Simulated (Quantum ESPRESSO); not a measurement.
# BP (F-43m): phonons against volume, part 3 of 9

Which modes of BP drive its thermal expansion?

Experimental results on record:
- volume expansion coefficient 9.6 1e-6/K near room temperature (given in “Thermal expansion coefficients of high thermal conducting BAs and BP materials (three times its linear coefficient)”, 2019, arxiv:1906.04101)

Quantum ESPRESSO 7.5; DFT LDA, scalar-relativistic, plane waves, GBRV ultrasoft pseudopotentials.

So far. Step 2 (A first coarse run): The start is under -4.8 GPa at this level and looks like an insulator or semiconductor on this mesh. Step 3 (Finding the static equilibrium): After the last step pw.x solved the final cell once more on a basis chosen for it, which moves the energy without moving the atoms.

## (4) Self-consistent run

A tight ground state at this cell gives the energy of this member; its pressure is the stress at this cutoff, which can carry an offset from the finite basis.

scf.in reads:

```
 &control
    calculation='scf',
    prefix='x',
    outdir='./tmp',
    pseudo_dir='./pseudo',
    tprnfor=.true.,
    tstress=.true.,
 /
 &system
    ibrav=0,
    nat=2,
    ntyp=2,
    ecutwfc=40.0,
    ecutrho=240.0,
    occupations='fixed',
    nbnd=6,
 /
 &electrons
    conv_thr=1.0d-12,
    mixing_beta=0.7,
    electron_maxstep=100,
 /
ATOMIC_SPECIES
 B      10.8100  B.upf
 P      30.9738  P.upf
CELL_PARAMETERS angstrom
     0.000000000    2.247208556    2.247208556
     2.247208556    0.000000000    2.247208556
     2.247208556    2.247208556    0.000000000
ATOMIC_POSITIONS crystal
 B      0.000000000   0.000000000   0.000000000
 P      0.250000000   0.250000000   0.250000000
K_POINTS automatic
 8 8 8 0 0 0
```

Command:

```
$ OMP_NUM_THREADS=1 mpirun -n 8 pw.x -nk 8 -in scf.in > scf.out
```

The program printed:

```text
[banner, memory and clock lines left out]
Program PWSCF v.7.5

     Message from routine setup:
     using ibrav=0 with symmetry is DISCOURAGED, use correct ibrav instead

     G-vector sticks info

     bravais-lattice index     =            0
     lattice parameter (alat)  =       6.0056  a.u.
     unit-cell volume          =     153.1640 (a.u.)^3
     number of atoms/cell      =            2
     number of atomic types    =            2
     number of electrons       =         8.00
     number of Kohn-Sham states=            6
     kinetic-energy cutoff     =      40.0000  Ry
     charge density cutoff     =     240.0000  Ry
     scf convergence threshold =      1.0E-12
     mixing beta               =       0.7000
     number of iterations used =            8  plain     mixing
     Exchange-correlation=  SLA  PZ   NOGX NOGC
                           (   1   1   0   0   0   0   0)

     celldm(1)=   6.005612  celldm(2)=   0.000000  celldm(3)=   0.000000
     celldm(4)=   0.000000  celldm(5)=   0.000000  celldm(6)=   0.000000

     crystal axes: (cart. coord. in units of alat)
               a(1) = (   0.000000   0.707107   0.707107 )
               a(2) = (   0.707107   0.000000   0.707107 )
               a(3) = (   0.707107   0.707107   0.000000 )

     reciprocal axes: (cart. coord. in units 2 pi/alat)
               b(1) = ( -0.707107  0.707107  0.707107 )
               b(2) = (  0.707107 -0.707107  0.707107 )
               b(3) = (  0.707107  0.707107 -0.707107 )

     PseudoPot. # 1 for B  read from file:
     ./pseudo/B.upf
     Pseudo is Ultrasoft + core correction, Zval =  3.0
     Using radial grid of  781 points,  4 beta functions with:
                l(1) =   0
                l(2) =   0
                l(3) =   1
                l(4) =   1
     Q(r) pseudized with  8 coefficients,  rinner =    1.100   1.100   1.100

     PseudoPot. # 2 for P  read from file:
     ./pseudo/P.upf
     Pseudo is Ultrasoft + core correction, Zval =  5.0
     Using radial grid of  903 points,  6 beta functions with:
                l(1) =   0
                l(2) =   0
                l(3) =   1
                l(4) =   1
                l(5) =   2
                l(6) =   2
     Q(r) pseudized with  8 coefficients,  rinner =    1.300   1.300   1.300
                                                       1.300   1.300

     atomic species   valence    mass     pseudopotential
     B                 3.00    10.81000     B ( 1.00)
     P                 5.00    30.97380     P ( 1.00)

     24 Sym. Ops. (no inversion) found

   Cartesian axes

     site n.     atom                  positions (alat units)
         1        B      tau(   1) = (   0.0000000   0.0000000   0.0000000  )
         2        P      tau(   2) = (   0.3535534   0.3535534   0.3535534  )

     number of k points=    29
                       cart. coord. in units 2pi/alat
        k(    1) = (   0.0000000   0.0000000   0.0000000), wk =   0.0039062
        k(    2) = (   0.0883883   0.0883883  -0.0883883), wk =   0.0312500
        k(    3) = (   0.1767767   0.1767767  -0.1767767), wk =   0.0312500
        k(    4) = (   0.2651650   0.2651650  -0.2651650), wk =   0.0312500
        k(    5) = (  -0.3535534  -0.3535534   0.3535534), wk =   0.0156250
        k(    6) = (   0.1767767   0.0000000   0.0000000), wk =   0.0234375
        k(    7) = (   0.2651650   0.0883883  -0.0883883), wk =   0.0937500
        k(    8) = (   0.3535534   0.1767767  -0.1767767), wk =   0.0937500
        k(    9) = (  -0.2651650  -0.4419417   0.4419417), wk =   0.0937500
        k(   10) = (  -0.1767767  -0.3535534   0.3535534), wk =   0.0937500
        k(   11) = (  -0.0883883  -0.2651650   0.2651650), wk =   0.0937500
        k(   12) = (   0.0000000  -0.1767767   0.1767767), wk =   0.0468750
        k(   13) = (   0.3535534   0.0000000   0.0000000), wk =   0.0234375
        k(   14) = (   0.4419417   0.0883883  -0.0883883), wk =   0.0937500
        k(   15) = (  -0.1767767  -0.5303301   0.5303301), wk =   0.0937500
        k(   16) = (  -0.0883883  -0.4419417   0.4419417), wk =   0.0937500
[...]
k(   22) = (   0.3535534   0.1767767   0.0000000), wk =   0.0937500
        k(   23) = (  -0.2651650  -0.4419417   0.6187184), wk =   0.1875000
        k(   24) = (  -0.1767767  -0.3535534   0.5303301), wk =   0.0937500
        k(   25) = (  -0.1767767  -0.5303301   0.7071068), wk =   0.0937500
        k(   26) = (  -0.0883883  -0.4419417   0.6187184), wk =   0.1875000
        k(   27) = (   0.0000000  -0.3535534   0.5303301), wk =   0.0937500
        k(   28) = (  -0.7071068   0.1767767  -0.0000000), wk =   0.0468750
        k(   29) = (  -0.7071068   0.3535534   0.0000000), wk =   0.0234375

     Dense  grid:     9577 G-vectors     FFT dimensions: (  30,  30,  30)

     Smooth grid:     5209 G-vectors     FFT dimensions: (  25,  25,  25)

     Initial potential from superposition of free atoms

     starting charge       7.9996, renormalised to       8.0000
     Starting wfcs are    8 randomized atomic wfcs

     per-process dynamical memory:    13.3 Mb

     Self-consistent Calculation

     iteration #  1     ecut=    40.00 Ry     beta= 0.70
     Davidson diagonalization with overlap
     ethr =  1.00E-02,  avg # of iterations =  3.4

     total energy              =     -21.96763864 Ry
     estimated scf accuracy    <       0.17328226 Ry

     iteration #  2     ecut=    40.00 Ry     beta= 0.70
     Davidson diagonalization with overlap
     ethr =  2.17E-03,  avg # of iterations =  2.0

     total energy              =     -22.00505436 Ry
     estimated scf accuracy    <       0.02854692 Ry

     iteration #  3     ecut=    40.00 Ry     beta= 0.70
     Davidson diagonalization with overlap
     ethr =  3.57E-04,  avg # of iterations =  1.7

     total energy              =     -22.00990268 Ry
     estimated scf accuracy    <       0.00036029 Ry

     iteration #  4     ecut=    40.00 Ry     beta= 0.70
     Davidson diagonalization with overlap
     ethr =  4.50E-06,  avg # of iterations =  6.4

     total energy              =     -22.01018568 Ry
     estimated scf accuracy    <       0.00015531 Ry

     iteration #  5     ecut=    40.00 Ry     beta= 0.70
     Davidson diagonalization with overlap
     ethr =  1.94E-06,  avg # of iterations =  2.5

     total energy              =     -22.01023466 Ry
     estimated scf accuracy    <       0.00000709 Ry

     iteration #  6     ecut=    40.00 Ry     beta= 0.70
     Davidson diagonalization with overlap
     ethr =  8.86E-08,  avg # of iterations =  5.3

     total energy              =     -22.01025183 Ry
     estimated scf accuracy    <       0.00000010 Ry

     iteration #  7     ecut=    40.00 Ry     beta= 0.70
     Davidson diagonalization with overlap
     ethr =  1.22E-09,  avg # of iterations =  5.9

     total energy              =     -22.01025201 Ry
     estimated scf accuracy    <       0.00000017 Ry

     iteration #  8     ecut=    40.00 Ry     beta= 0.70
     Davidson diagonalization with overlap
     ethr =  1.22E-09,  avg # of iterations =  1.0

     total energy              =     -22.01025200 Ry
     estimated scf accuracy    <       0.00000006 Ry

     iteration #  9     ecut=    40.00 Ry     beta= 0.70
     Davidson diagonalization with overlap
     ethr =  7.39E-10,  avg # of iterations =  1.0

     total energy              =     -22.01025199 Ry
     estimated scf accuracy    <       0.00000003 Ry

     iteration # 10     ecut=    40.00 Ry     beta= 0.70
     Davidson diagonalization with overlap
     ethr =  3.34E-10,  avg # of iterations =  2.0

     total energy              =     -22.01025199 Ry
     estimated scf accuracy    <          6.0E-10 Ry

     iteration # 11     ecut=    40.00 Ry     beta= 0.70
     Davidson diagonalization with overlap
     ethr =  7.55E-12,  avg # of iterations =  4.4

     total energy              =     -22.01025200 Ry
     estimated scf accuracy    <          2.6E-10 Ry

     iteration # 12     ecut=    40.00 Ry     beta= 0.70
     Davidson diagonalization with overlap
     ethr =  3.30E-12,  avg # of iterations =  2.4

     total energy              =     -22.01025200 Ry
     estimated scf accuracy    <          1.4E-10 Ry

     iteration # 13     ecut=    40.00 Ry     beta= 0.70
     Davidson diagonalization with overlap
     ethr =  1.69E-12,  avg # of iterations =  2.3

     total energy              =     -22.01025200 Ry
     estimated scf accuracy    <          2.7E-11 Ry

     iteration # 14     ecut=    40.00 Ry     beta= 0.70
     Davidson diagonalization with overlap
     ethr =  3.39E-13,  avg # of iterations =  2.0

     total energy              =     -22.01025200 Ry
     estimated scf accuracy    <          1.2E-11 Ry

     iteration # 15     ecut=    40.00 Ry     beta= 0.70
     Davidson diagonalization with overlap
     ethr =  1.47E-13,  avg # of iterations =  2.5

     total energy              =     -22.01025200 Ry
     estimated scf accuracy    <          2.2E-12 Ry

     iteration # 16     ecut=    40.00 Ry     beta= 0.70
     Davidson diagonalization with overlap
     ethr =  1.00E-13,  avg # of iterations =  1.0

     End of self-consistent calculation

          k = 0.0000 0.0000 0.0000 (   645 PWs)   bands (ev):

    -6.2489   9.4097   9.4097   9.4097  12.8286  12.8286

          k = 0.0884 0.0884-0.0884 (   649 PWs)   bands (ev):

    -5.9614   7.5373   8.9728   8.9728  13.3950  13.4305

          k = 0.1768 0.1768-0.1768 (   640 PWs)   bands (ev):

    -5.1168   4.4978   8.2733   8.2733  13.5203  14.1946

          k = 0.2652 0.2652-0.2652 (   652 PWs)   bands (ev):

    -3.8160   1.7108   7.7907   7.7907  13.4065  14.2179

          k =-0.3536-0.3536 0.3536 (   652 PWs)   bands (ev):

    -2.8077   0.1885   7.6259   7.6259  13.3499  14.0970

          k = 0.1768 0.0000 0.0000 (   665 PWs)   bands (ev):

    -5.8654   8.2019   8.2019   8.2669  12.1673  14.4489

          k = 0.2652 0.0884-0.0884 (   650 PWs)   bands (ev):

    -5.2047   5.5809   7.4485   7.8866  12.4568  15.1676

          k = 0.3536 0.1768-0.1768 (   641 PWs)   bands (ev):

    -4.0385   2.7414   7.0552   7.0871  12.8991  15.1846

          k =-0.2652-0.4419 0.4419 (   651 PWs)   bands (ev):

    -2.7352   0.6200   6.4390   7.0918  13.0477  15.0590

          k =-0.1768-0.3536 0.3536 (   660 PWs)   bands (ev):

    -3.1174   1.1729   6.1338   7.5285  13.4392  14.7899

          k =-0.0884-0.2652 0.2652 (   642 PWs)   bands (ev):

    -4.4773   3.6647   6.2630   8.2543  13.9334  14.3925

          k = 0.0000-0.1768 0.1768 (   648 PWs)   bands (ev):

    -5.4872   6.3478   7.0581   8.9698  13.5840  13.9024

          k = 0.3536 0.0000 0.0000 (   649 PWs)   bands (ev):

    -4.7334   5.7609   6.6095   6.6095  11.1625  14.2881

          k = 0.4419 0.0884-0.0884 (   654 PWs)   bands (ev):

    -3.7397   3.7307   5.6613   6.1429  11.5192  13.8473

          k =-0.1768-0.5303 0.5303 (   655 PWs)   bands (ev):

    -2.4222   1.6224   4.5367   6.1482  11.8609  15.7998

          k =-0.0884-0.4419 0.4419 (   661 PWs)   bands (ev):

    -2.0965   1.2131   3.8478   6.6165  12.3630  16.9229

          k = 0.0000-0.3536 0.3536 (   656 PWs)   bands (ev):

[...]
k = 0.5303-0.0000 0.0000 (   660 PWs)   bands (ev):

[...]
k =-0.0884-0.6187 0.6187 (   658 PWs)   bands (ev):

[...]
k = 0.0000-0.5303 0.5303 (   660 PWs)   bands (ev):

[...]
k =-0.7071 0.0000 0.0000 (   652 PWs)   bands (ev):

[...]
k = 0.3536 0.1768 0.0000 (   648 PWs)   bands (ev):

[...]
k =-0.2652-0.4419 0.6187 (   655 PWs)   bands (ev):

[...]
k =-0.1768-0.3536 0.5303 (   666 PWs)   bands (ev):

[...]
k =-0.1768-0.5303 0.7071 (   658 PWs)   bands (ev):

    -2.6414   2.5908   4.5412   5.3166  12.2935  13.5009

          k =-0.0884-0.4419 0.6187 (   661 PWs)   bands (ev):

    -1.4980   1.4181   3.4927   5.0329  12.9476  15.5371

          k = 0.0000-0.3536 0.5303 (   657 PWs)   bands (ev):

    -1.8892   1.7953   3.2106   5.6177  13.5364  15.9525

          k =-0.7071 0.1768-0.0000 (   666 PWs)   bands (ev):

    -1.1277   1.0145   4.3453   4.3987  12.2358  12.6982

          k =-0.7071 0.3536 0.0000 (   648 PWs)   bands (ev):

    -0.9649   1.3556   3.5499   3.7483  14.6421  16.1235

     highest occupied, lowest unoccupied level (ev):     9.4097   10.5940

!    total energy              =     -22.01025200 Ry
     estimated scf accuracy    <          1.7E-13 Ry

     The total energy is the sum of the following terms:
     one-electron contribution =       6.96656377 Ry
     hartree contribution      =       1.23358910 Ry
     xc contribution           =      -9.02368839 Ry
     ewald contribution        =     -21.18671647 Ry

     convergence has been achieved in  16 iterations

     Forces acting on atoms (cartesian axes, Ry/au):

     atom    1 type  1   force =     0.00000000   -0.00000000    0.00000000
     atom    2 type  2   force =     0.00000000    0.00000000    0.00000000

     Total force =     0.000000     Total SCF correction =     0.000000

     Computing stress (Cartesian axis) and pressure

          total   stress  (Ry/bohr**3)                   (kbar)     P=       -1.28
  -0.00000872  -0.00000000  -0.00000000           -1.28       -0.00       -0.00
  -0.00000000  -0.00000872  -0.00000000           -0.00       -1.28       -0.00
  -0.00000000  -0.00000000  -0.00000872           -0.00       -0.00       -1.28

     XML data file, charge density, pseudopotentials, collected wavefunctions
```

Elapsed: 1.7 s, on 8 MPI ranks of Arm Neoverse V1, shared host; 13 s of CPU time.

Numbers from this step:

```yaml
pressure: -0.128 GPa
gap_on_the_k_mesh: 1.184 eV
```

On a basis chosen for the relaxed cell the pressure is -0.13 GPa, small enough for phonons.

[end of part 3 of 9]

[Logs are printed without paths, hosts, clocks, repeated set-up lines and the standing remarks that a program may print on its own settings, such as how far it seeks lower states.]

[Hosts, paths, dates, database ids (printed as entryN), source tags and the programs' standing remarks are cut or masked in the printed files.]

[A step with changed settings may run another functional than the one named; its input shows which.]

[Of the runs on displaced cells, only some may be shown.]
